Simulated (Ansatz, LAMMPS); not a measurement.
# Structural relaxation of glassy 72B2O3-28MgO (mol %) (104 atoms), part 2 of 3

How does glassy 72B2O3-28MgO (mol %) (104 atoms) relax, and what do bonds, charges and levels look like afterwards?

Ansatz 0.2.0; Kohn-Sham DFT, r2SCAN, PAW (set soft_2), plane waves.

The cell: 36 B, 7 Mg and 61 O. The quench rate of 20 K/ps far exceeds what a furnace or splat quench reaches. The starting topology of bonds comes from the classical model. Only the Γ point is sampled, in a cell whose shortest periodic width is 10 Å.

So far. Step 3 (Single point at the start): Neighbours are counted within 1.83 Å (O-B), 2.73 Å (O-Mg).

## 4. Relaxation

The atoms are relaxed in the fixed cell, aiming at the force tolerance of the input.

Contents of input.yaml:

```yaml
crystal:
  lattice:
    - [10.40289, 0.0, 0.0]
    - [0.0, 10.40289, 0.0]
    - [0.0, 0.0, 10.40289]
  atoms:
    [... the 104 atom lines of step 3 ...]
kpoints:
  mp_grid: { grid: [1, 1, 1] }
hamiltonian:
  xc: r2scan
scf:
  occupations: { method: fixed }
output:
  forces: true
relax:
  f_tol: 0.05
  max_steps: 200
```

Run with:

```
$ ansatz run input.yaml --threads 4 --pin off --max-ram 8192MiB --backend cpu --events-out ev --progress --plain --runs-dir out
```

Numbers of over 12 decimals in the logs are rounded to 6 here.

The program printed:

```text
[...]
Crystal: 104 atoms, lattice volume = 1125.802 Å³
Basis set: ecut = 500 eV, 28425 PW (Γ), exchange–correlation on 320×320×320 points (64 copies of the dense FFT grid, shifted against one another)
Bands: 376, of which v1, the nominal top of the filled ones, is band 272 counted from 1 (271 counted from 0)
Symmetry: 1 space group operations
[...]
k-points: 1
[...]
SCF iter   1: F=—  HF=-53892.321169 eV  |F-HF|=—  |Δ(HF+E_count)|=         —  Δρ=1.03e-2  dr2=1.10e0  dr2_τ=1.03e1  ethr=1.77e-3  ⟨swp⟩=6.0  Hψ=1191  notcnv=0  defer=102
[...]
SCF iter   3: F=—  HF=-53895.737521 eV  |F-HF|=—  |Δ(HF+E_count)|=   2.33e-2  Δρ=1.44e-3  dr2=2.15e-2  dr2_τ=3.56e-3  ethr=4.33e-5  ⟨swp⟩=3.0  Hψ=465  notcnv=0  defer=81
automatic band count: iteration 3 solves 355 bands in place of 376: the levels show a gap, and the empty bands left out lie too high to hold charge; the band table lists the bands solved (type scf.n_extra_bands for more)
SCF iter   4: F=—  HF=-53895.734622 eV  |F-HF|=—  |Δ(HF+E_count)|=   2.90e-3  Δρ=5.15e-4  dr2=2.38e-3  dr2_τ=4.09e-4  ethr=3.96e-6  ⟨swp⟩=3.0  Hψ=568  notcnv=0  defer=81
[...]
SCF iter   7: F=-53895.734645 eV  HF=-53895.734642 eV  |F-HF|=2.72e-6  |Δ(HF+E_count)|=   6.76e-6  Δρ=2.31e-5  dr2=5.92e-6  dr2_τ=7.32e-7  ethr=1.15e-8  ⟨swp⟩=5.0  Hψ=1087  notcnv=0
SCF 1 converged in 7 iterations: F = -53895.734645 eV  dr2 = 5.92e-6
[...]
relax step   1: F+E_penalty+E_count = -53895.73464455 eV  Δ(F+E_penalty+E_count) = +0.000e0 eV  max|allowed force component| = 4.393e0 eV/Å  Δτ_max = 0.0000 Å  (7 SCF iters, dr2 threshold 6.25e-5 eV, accepted)
[... from here on, the SCF cycles and remarks between the steps are left out ...]
relax step   2: F+E_penalty+E_count = -53901.32851650 eV  Δ(F+E_penalty+E_count) = -5.594e0 eV  max|allowed force component| = 3.065e0 eV/Å  Δτ_max = 0.1947 Å  (7 SCF iters, dr2 threshold 1.00e-4 eV, accepted)
relax step   3: F+E_penalty+E_count = -53904.19029697 eV  Δ(F+E_penalty+E_count) = -2.862e0 eV  max|allowed force component| = 1.932e0 eV/Å  Δτ_max = 0.2000 Å  (7 SCF iters, dr2 threshold 1.00e-4 eV, accepted)
relax step   4: F+E_penalty+E_count = -53905.68552626 eV  Δ(F+E_penalty+E_count) = -1.495e0 eV  max|allowed force component| = 8.067e-1 eV/Å  Δτ_max = 0.1955 Å  (7 SCF iters, dr2 threshold 1.00e-4 eV, accepted)
relax step   5: F+E_penalty+E_count = -53906.37495114 eV  Δ(F+E_penalty+E_count) = -6.894e-1 eV  max|allowed force component| = 4.302e-1 eV/Å  Δτ_max = 0.2000 Å  (7 SCF iters, dr2 threshold 1.00e-4 eV, accepted)
relax step   6: F+E_penalty+E_count = -53906.54288263 eV  Δ(F+E_penalty+E_count) = -1.679e-1 eV  max|allowed force component| = 5.118e-1 eV/Å  Δτ_max = 0.1752 Å  (7 SCF iters, dr2 threshold 3.23e-5 eV, accepted)
relax step   7: F+E_penalty+E_count = -53906.78979171 eV  Δ(F+E_penalty+E_count) = -2.469e-1 eV  max|allowed force component| = 4.402e-1 eV/Å  Δτ_max = 0.2000 Å  (7 SCF iters, dr2 threshold 7.45e-5 eV, accepted)
relax step   8: F+E_penalty+E_count = -53906.99364021 eV  Δ(F+E_penalty+E_count) = -2.038e-1 eV  max|allowed force component| = 3.728e-1 eV/Å  Δτ_max = 0.2000 Å  (7 SCF iters, dr2 threshold 1.00e-4 eV, accepted)
relax step   9: F+E_penalty+E_count = -53907.09220548 eV  Δ(F+E_penalty+E_count) = -9.857e-2 eV  max|allowed force component| = 1.926e-1 eV/Å  Δτ_max = 0.2000 Å  (6 SCF iters, dr2 threshold 9.97e-5 eV, accepted)
relax step  10: F+E_penalty+E_count = -53907.14282682 eV  Δ(F+E_penalty+E_count) = -5.062e-2 eV  max|allowed force component| = 1.946e-1 eV/Å  Δτ_max = 0.1448 Å  (7 SCF iters, dr2 threshold 9.90e-6 eV, accepted)
relax step  11: F+E_penalty+E_count = -53907.14926310 eV  Δ(F+E_penalty+E_count) = -6.436e-3 eV  max|allowed force component| = 3.323e-1 eV/Å  Δτ_max = 0.1726 Å  (7 SCF iters, dr2 threshold 1.01e-5 eV, accepted)
relax step  12: F+E_penalty+E_count = -53907.18561903 eV  Δ(F+E_penalty+E_count) = -3.636e-2 eV  max|allowed force component| = 2.482e-1 eV/Å  Δτ_max = 0.0669 Å  (6 SCF iters, dr2 threshold 1.00e-4 eV, accepted)
relax step  13: F+E_penalty+E_count = -53907.20253657 eV  Δ(F+E_penalty+E_count) = -1.692e-2 eV  max|allowed force component| = 1.684e-1 eV/Å  Δτ_max = 0.0281 Å  (5 SCF iters, dr2 threshold 3.44e-5 eV, accepted)
relax step  14: F+E_penalty+E_count = -53907.19531452 eV  Δ(F+E_penalty+E_count) = +7.222e-3 eV  max|allowed force component| = 3.771e-1 eV/Å  Δτ_max = 0.2000 Å  (7 SCF iters, dr2 threshold 1.30e-5 eV, rejected (line search))
relax step  15: F+E_penalty+E_count = -53907.23392127 eV  Δ(F+E_penalty+E_count) = -3.138e-2 eV  max|allowed force component| = 1.246e-1 eV/Å  Δτ_max = 0.1000 Å  (8 SCF iters, accepted)
relax step  16: F+E_penalty+E_count = -53907.24843780 eV  Δ(F+E_penalty+E_count) = -1.452e-2 eV  max|allowed force component| = 1.604e-1 eV/Å  Δτ_max = 0.0984 Å  (7 SCF iters, dr2 threshold 7.15e-6 eV, accepted)
relax step  17: F+E_penalty+E_count = -53907.28027356 eV  Δ(F+E_penalty+E_count) = -3.184e-2 eV  max|allowed force component| = 1.477e-1 eV/Å  Δτ_max = 0.1500 Å  (7 SCF iters, dr2 threshold 1.41e-5 eV, accepted)
[...]
relax step  23: F+E_penalty+E_count = -53907.62830128 eV  Δ(F+E_penalty+E_count) = -1.660e-1 eV  max|allowed force component| = 4.696e-1 eV/Å  Δτ_max = 0.2000 Å  (7 SCF iters, dr2 threshold 1.00e-4 eV, accepted)
relax step  24: F+E_penalty+E_count = -53907.75604402 eV  Δ(F+E_penalty+E_count) = -1.277e-1 eV  max|allowed force component| = 4.131e-1 eV/Å  Δτ_max = 0.1962 Å  (6 SCF iters, dr2 threshold 7.33e-5 eV, accepted)
relax step  25: F+E_penalty+E_count = -53907.86702627 eV  Δ(F+E_penalty+E_count) = -1.110e-1 eV  max|allowed force component| = 3.535e-1 eV/Å  Δτ_max = 0.2000 Å  (6 SCF iters, dr2 threshold 5.67e-5 eV, accepted)
relax step  26: F+E_penalty+E_count = -53907.95026264 eV  Δ(F+E_penalty+E_count) = -8.324e-2 eV  max|allowed force component| = 3.207e-1 eV/Å  Δτ_max = 0.2000 Å  (6 SCF iters, dr2 threshold 9.15e-5 eV, accepted)
[...]
relax step  34: F+E_penalty+E_count = -53908.76137512 eV  Δ(F+E_penalty+E_count) = -1.139e-1 eV  max|allowed force component| = 3.487e-1 eV/Å  Δτ_max = 0.2000 Å  (6 SCF iters, dr2 threshold 7.93e-5 eV, accepted)
relax step  35: F+E_penalty+E_count = -53908.56681336 eV  Δ(F+E_penalty+E_count) = +1.946e-1 eV  max|allowed force component| = 9.807e-1 eV/Å  Δτ_max = 0.1767 Å  (7 SCF iters, dr2 threshold 7.76e-5 eV, rejected (line search))
relax step  36: F+E_penalty+E_count = -53908.83624860 eV  Δ(F+E_penalty+E_count) = -7.487e-2 eV  max|allowed force component| = 1.576e-1 eV/Å  Δτ_max = 0.0884 Å  (9 SCF iters, accepted)
relax step  37: F+E_penalty+E_count = -53908.87892459 eV  Δ(F+E_penalty+E_count) = -4.268e-2 eV  max|allowed force component| = 1.500e-1 eV/Å  Δτ_max = 0.1000 Å  (7 SCF iters, dr2 threshold 5.08e-6 eV, accepted)
relax step  38: F+E_penalty+E_count = -53908.90292136 eV  Δ(F+E_penalty+E_count) = -2.400e-2 eV  max|allowed force component| = 3.573e-1 eV/Å  Δτ_max = 0.1460 Å  (7 SCF iters, dr2 threshold 4.60e-6 eV, accepted)
relax step  39: F+E_penalty+E_count = -53908.96760898 eV  Δ(F+E_penalty+E_count) = -6.469e-2 eV  max|allowed force component| = 2.498e-1 eV/Å  Δτ_max = 0.2000 Å  (7 SCF iters, dr2 threshold 1.00e-4 eV, accepted)
relax step  40: F+E_penalty+E_count = -53909.00190037 eV  Δ(F+E_penalty+E_count) = -3.429e-2 eV  max|allowed force component| = 2.548e-1 eV/Å  Δτ_max = 0.2000 Å  (7 SCF iters, dr2 threshold 3.05e-5 eV, accepted)
relax step  41: F+E_penalty+E_count = -53909.02642317 eV  Δ(F+E_penalty+E_count) = -2.452e-2 eV  max|allowed force component| = 4.782e-1 eV/Å  Δτ_max = 0.1423 Å  (6 SCF iters, dr2 threshold 3.17e-5 eV, accepted)
relax step  42: F+E_penalty+E_count = -53909.03768011 eV  Δ(F+E_penalty+E_count) = -1.126e-2 eV  max|allowed force component| = 2.790e-1 eV/Å  Δτ_max = 0.0756 Å  (6 SCF iters, dr2 threshold 1.00e-4 eV, accepted)
relax step  43: F+E_penalty+E_count = -53909.07132743 eV  Δ(F+E_penalty+E_count) = -3.365e-2 eV  max|allowed force component| = 1.036e-1 eV/Å  Δτ_max = 0.2000 Å  (6 SCF iters, dr2 threshold 2.65e-5 eV, accepted)
relax step  44: F+E_penalty+E_count = -53909.05576456 eV  Δ(F+E_penalty+E_count) = +1.556e-2 eV  max|allowed force component| = 2.945e-1 eV/Å  Δτ_max = 0.0797 Å  (9 SCF iters, rejected (line search))
relax step  45: F+E_penalty+E_count = -53909.07877808 eV  Δ(F+E_penalty+E_count) = -7.451e-3 eV  max|allowed force component| = 5.409e-2 eV/Å  Δτ_max = 0.0309 Å  (8 SCF iters, accepted)
relax step  46: F+E_penalty+E_count = -53909.05851273 eV  Δ(F+E_penalty+E_count) = +2.027e-2 eV  max|allowed force component| = 2.182e-1 eV/Å  Δτ_max = 0.0821 Å  (9 SCF iters, rejected (line search))
relax step  47: F+E_penalty+E_count = -53909.08073700 eV  Δ(F+E_penalty+E_count) = -1.959e-3 eV  max|allowed force component| = 7.718e-2 eV/Å  Δτ_max = 0.0309 Å  (8 SCF iters, accepted)
relax step  48: F+E_penalty+E_count = -53909.07426260 eV  Δ(F+E_penalty+E_count) = +6.474e-3 eV  max|allowed force component| = 2.002e-1 eV/Å  Δτ_max = 0.0500 Å  (8 SCF iters, rejected (line search))
relax step  49: F+E_penalty+E_count = -53909.08209048 eV  Δ(F+E_penalty+E_count) = -1.353e-3 eV  max|allowed force component| = 4.816e-2 eV/Å  Δτ_max = 0.0185 Å  (8 SCF iters, accepted)
[...]
SCF iter   2: F=-53909.082090 eV  HF=-53909.082090 eV  |F-HF|=1.91e-8  |Δ(HF+E_count)|=   1.59e-8  Δρ=7.77e-7  dr2=1.00e-8  dr2_τ=7.34e-10  ethr=6.43e-12  ⟨swp⟩=4.0  Hψ=1076  notcnv=0
SCF 50 converged in 2 iterations: F = -53909.082090 eV  dr2 = 1.00e-8
SCF converged after 2 iterations
Free energy (F): -53909.082090 eV
[...]
Internal energy: -53909.082090 eV  (E = F + TS)
E sigma→0 (E₀):  -53909.082090 eV
Fermi energy:    2.936305 eV
[...]
--- Forces (eV/Å), atoms counted from 1 ---
  atom   1  B      0.00261723     0.00418517     0.00755719
  atom   2  B     -0.00364274     0.00726846    -0.00335477
  atom   3  B      0.00269593     0.00217802     0.00045267
  atom   4  B      0.00399543     0.03176636     0.00189976
  atom   5  B     -0.00222414    -0.00301850    -0.00124563
  atom   6  B     -0.00506198     0.00067637     0.00329570
  atom   7  B     -0.00339245    -0.00242800    -0.00549329
  atom   8  B      0.00851261    -0.00339158    -0.00137476
  atom   9  B     -0.00089312     0.00668595    -0.01815197
  atom  10  B      0.00531496    -0.00441482     0.00185618
  atom  11  B     -0.00048575    -0.00600009     0.00566091
  atom  12  B     -0.00651402    -0.00805046     0.00756140
  atom  13  B      0.00145150    -0.01271903    -0.00754827
  atom  14  B      0.01585179     0.02644247     0.01562426
[...]
atom 103  O     -0.00386755    -0.00328646    -0.01344602
  atom 104  O     -0.00559476    -0.00663382     0.00199155
  max |Σ_I F_I| component: 1.85e-4 eV/Å
--- Relaxed structure (49 steps of the walk, 44 accepted, 0 SCFs on fresh bases) ---
  F+E_penalty+E_count = -53909.08209048 eV   max|allowed force component| = 4.816e-2 eV/Å
  atoms:
    - { symbol: B, position: [0.191865, 0.882695, 0.072742] }
    - { symbol: B, position: [0.419092, 0.584786, 1.023290] }
    - { symbol: B, position: [0.658059, 0.181658, 0.166196] }
    - { symbol: B, position: [0.326421, 0.210157, -0.024225] }
[...]
- { symbol: O, position: [0.223699, 0.309908, 0.717314] }
```

It took 15 min on 4 threads of Intel Xeon Platinum 8559C (Emerald Rapids), shared host; peak memory 3.2 GiB; 57 min of CPU time.

Step by step (22 of 49):

```tsv
step	energy less that of the first step (eV)	largest force component (eV/Å)
1	0.0000	4.3931
3	-8.4557	1.9319
6	-10.8082	0.5118
8	-11.2590	0.3728
10	-11.4082	0.1946
12	-11.4510	0.2482
15	-11.4993	0.1246
17	-11.5456	0.1477
19	-11.5914	0.2762
22	-11.7277	0.8145
24	-12.0214	0.4131
26	-12.2156	0.3207
28	-12.2714	0.4347
31	-12.5165	0.3977
33	-12.9129	0.3523
35	-12.8322	0.9807
38	-13.1683	0.3573
40	-13.2673	0.2548
42	-13.3030	0.2790
44	-13.3211	0.2945
47	-13.3461	0.0772
49	-13.3474	0.0482
```

Relaxation steps 14, 35, 44, 46, 48 were tried and not accepted.

The atoms that moved most (Å):

```tsv
atom	dx	dy	dz	length
O60	0.344	0.491	-2.019	2.106
O97	-0.498	1.297	-1.015	1.721
O101	-0.729	1.280	0.520	1.561
O46	0.465	1.472	0.207	1.558
O85	-0.531	1.174	0.350	1.335
B18	-0.414	1.059	0.422	1.213
Mg40	0.637	0.846	0.555	1.196
O77	-0.320	0.951	0.638	1.189
```

The relaxation changed the energy by -128 meV/atom, and atoms moved by 0.72 Å r.m.s., 2.1 Å at most.

## 5. Local order after relaxation

Bonds before and after, by the cutoffs listed below:

```tsv
pair	bonds before	bonds after	mean before (Å)	mean after (Å)	spread before (Å)	spread after (Å)
O-B	116	115	1.420	1.398	0.044	0.057
O-Mg	36	34	2.126	2.078	0.162	0.126
```

Density 2.26 g/cm³, 10.82 Å³ an atom.

g(r), total and by pair (bins of 0.2 Å):

```tsv
r (Å)	total	O-O	O-B	O-Mg	B-B	B-Mg	Mg-Mg
1.30	3.55	0.00	8.75	0.00	0.00	0.00	0.00
1.50	1.32	0.00	3.24	0.00	0.00	0.00	0.00
1.70	0.03	0.00	0.08	0.00	0.00	0.00	0.00
1.90	0.22	0.00	0.00	2.77	0.00	0.00	0.00
2.10	0.35	0.00	0.00	4.38	0.00	0.00	0.00
2.30	1.27	3.36	0.00	1.03	0.24	0.00	0.00
2.50	1.14	2.10	0.03	0.18	3.15	0.27	0.00
2.70	0.60	0.23	0.16	0.57	2.16	3.21	0.00
2.90	0.75	0.74	0.74	0.62	0.08	2.96	0.00
3.10	0.96	1.06	1.06	0.96	0.14	1.64	0.00
3.30	1.14	0.93	1.42	0.76	0.69	1.31	8.28
3.50	0.94	0.75	1.27	0.94	0.57	0.43	0.00
3.70	1.35	0.82	2.10	1.16	0.66	0.78	1.32
3.90	1.00	0.80	1.03	1.16	1.31	1.16	0.00
4.10	1.10	1.21	0.86	1.38	1.49	0.74	1.07
4.30	1.11	1.01	1.06	1.65	1.57	0.28	1.98
4.50	1.09	1.45	0.69	1.15	1.33	1.15	0.90
4.70	1.07	1.25	0.97	0.62	1.25	1.13	0.00
4.90	0.86	0.89	0.81	0.74	1.07	0.81	0.79
5.10	0.89	1.04	0.81	0.81	0.72	1.02	0.69
```

Bonds by pair of elements; cutoffs follow the first minimum of g(r), held within bounds set by covalent radii, and pairs that aren't listed don't count as bonded:

```tsv
pair A-B	cutoff (Å)	bonds	mean length (Å)	spread (Å)	shortest (Å)	B about A	A about B
O-B	1.83	115	1.40	0.057	1.31	1.89	3.19
O-Mg	2.52	34	2.08	0.126	1.91	0.557	4.86
```

How many atoms have how many bonded neighbours:

```tsv
element	mean	2	3	4	5	6
B	3.19	0	29	7	0	0
Mg	4.86	0	0	2	4	1
O	2.44	35	25	1	0	0
```

Bond angles, per cent of each kind in bins of 5°:

```tsv
angle (°)	O-B-O	O-Mg-O	B-O-Mg	B-O-B
55–60	0.0	1.5	0.0	0.0
60–65	0.0	6.0	0.0	0.0
65–70	0.0	6.0	0.0	0.0
70–75	0.0	1.5	0.0	0.0
75–80	0.0	0.0	0.0	0.0
80–85	0.0	9.0	1.8	0.0
85–90	0.0	3.0	5.4	0.0
90–95	0.8	11.9	12.5	0.0
95–100	2.3	10.4	19.6	0.0
100–105	4.7	6.0	3.6	0.0
105–110	7.8	4.5	5.4	0.0
110–115	20.9	6.0	3.6	1.8
115–120	28.7	6.0	14.3	3.7
120–125	27.9	3.0	1.8	11.1
125–130	7.0	7.5	14.3	14.8
130–135	0.0	4.5	3.6	29.6
135–140	0.0	1.5	7.1	9.3
140–145	0.0	4.5	3.6	9.3
145–150	0.0	1.5	0.0	9.3
150–155	0.0	1.5	1.8	3.7
155–160	0.0	3.0	1.8	1.8
160–165	0.0	0.0	0.0	5.6
165–170	0.0	1.5	0.0	0.0
```

Bond angles (no mean is given where the spread exceeds 20°):

```tsv
angle	count	mean (°)	spread (°)
O-B-O	129	116	6.9
O-Mg-O	67	-	-
B-O-Mg	56	113	18.6
B-O-B	54	136	11.6
Mg-O-Mg	6	116	6.1
```

Oxygen atoms by the number of network formers (Si, P, Ge, B, Al, As, Ga) bound to them:

```tsv
network formers bound to O	O atoms	per cent
0	0	0
1	7	11.5
2	54	88.5
```

Network units: each former by its oxygen neighbours and how many of them bridge to another former:

```tsv
former	O neighbours	bridging O	atoms
B	3	2	7
B	3	3	22
B	4	4	7
```

Bond length by coordination (bonds to H left out):

```tsv
element	coordination	atoms	mean bond length (Å)
B	3	29	1.37
B	4	7	1.48
Mg	4	2	2.01
Mg	5	4	2.09
Mg	6	1	2.13
O	2	35	1.39
O	3	25	1.69
O	4	1	1.80
```

Rings of the network by King's shortest-path rule, up to 12 atoms, one path for each pair of neighbours; H, halogens, alkali and alkaline-earth atoms are left out, and the last column divides by all other atoms, bonded or not:

```tsv
ring size (atoms)	rings	per network atom
10	3	0.031
12	2	0.021
```

By these cutoffs 81 % of B atoms have 3, 57 % of Mg atoms have 5 and 57 % of O atoms have 2 bonded neighbours. The O-B-O angle averages 116° with a spread of 7°. 88 % of the oxygens bridge two formers (B) and 12 % are non-bridging. The commonest B unit has 3 oxygens, 3 of them shared with other formers (22 of 36 atoms). Rings of 10 atoms are the most common (60 % of those counted); sizes run from 10 to 12, where the search stops.

(Part 2 of 3 ends here.)

[Logs are printed without paths, hosts, clocks, repeated set-up lines and the standing remarks that a program may print on its own settings, such as how far it seeks lower states.]

[Hosts, paths, dates, database ids (printed as entryN), source tags and the programs' standing remarks are cut or masked in the printed files.]
